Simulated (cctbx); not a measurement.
# Dy2Cd2Fe15 across an absorption edge

Space group R-3m (no. 166), a = 8.8310 Å, b = 8.8310 Å, c = 12.5740 Å, α = 90.00°, β = 90.00°, γ = 120.00°.

| atom | mult. | x | y | z | Ueq (Å²) |
| --- | --- | --- | --- | --- | --- |
| Dy1 | 6 | 1/3 | 2/3 | 0.0060 | 0.0066 |
| Cd1 | 6 | 1/3 | 2/3 | 0.7631 | 0.0080 |
| Fe1 | 18 | 0.9953 | 0.4976 | 0.1531 | 0.0127 |
| Fe2 | 18 | 0.7032 | 0.7032 | 0 | 0.0129 |
| Fe3 | 9 | 1/3 | 1/6 | 1/6 | 0.0120 |

The model was made for the exercise: a known structure type with other elements put in, its volume estimated, not relaxed; displacement parameters are assumed.

Calculated with cctbx: free-atom f′ and f″ from the Sasaki tables, no fine structure; amplitudes in electrons.

| E (eV) | F 0 2 1 | F 1 0 4 | F 3 0 0 | F 0 1 2 |
| --- | --- | --- | --- | --- |
| 26111 | 52.8 | 293.1 | 650.9 | 40.4 |
| 26461 | 56.6 | 289.5 | 646.1 | 42.0 |
| 26591 | 59.8 | 286.5 | 642.1 | 43.4 |
| 26651 | 62.9 | 283.6 | 638.3 | 44.7 |
| 26681 | 66.0 | 280.8 | 634.6 | 46.1 |
| 26696 | 69.0 | 278.1 | 631.0 | 47.3 |
| 26703 | 71.5 | 275.8 | 628.0 | 48.4 |
| 26707 | 74.4 | 273.1 | 624.5 | 49.7 |
| 26715 | 79.2 | 270.0 | 620.0 | 51.5 |
| 26719 | 74.9 | 273.9 | 625.2 | 49.6 |
| 26726 | 70.7 | 277.8 | 630.3 | 47.8 |
| 26741 | 67.1 | 281.1 | 634.7 | 46.2 |
| 26771 | 63.6 | 284.2 | 638.9 | 44.7 |
| 26861 | 59.1 | 288.3 | 644.3 | 42.7 |
| 27111 | 54.2 | 292.7 | 650.0 | 40.6 |

**Question.** Which edge is crossed, and why do the reflections move as they do?

The K edge of Cd. The edge is at 26711 eV. f′ of Cd falls from -4.8 e at 26591 eV to -7.8 e at 4 eV below it, and f″ steps from 0.56 to 3.60 e across it. Over that approach |F| changes by +24 % (0 2 1), -5 % (1 0 4), -3 % (3 0 0) and +15 % (0 1 2): a reflection falls where Cd scatters in phase with the total and rises where it scatters against it; it hardly moves where the Cd term is small or cancels by symmetry. Above the edge the larger f″ enters the imaginary part, where it can add to or cancel the other atoms' f″. The structure is centrosymmetric, so Friedel mates stay equal.
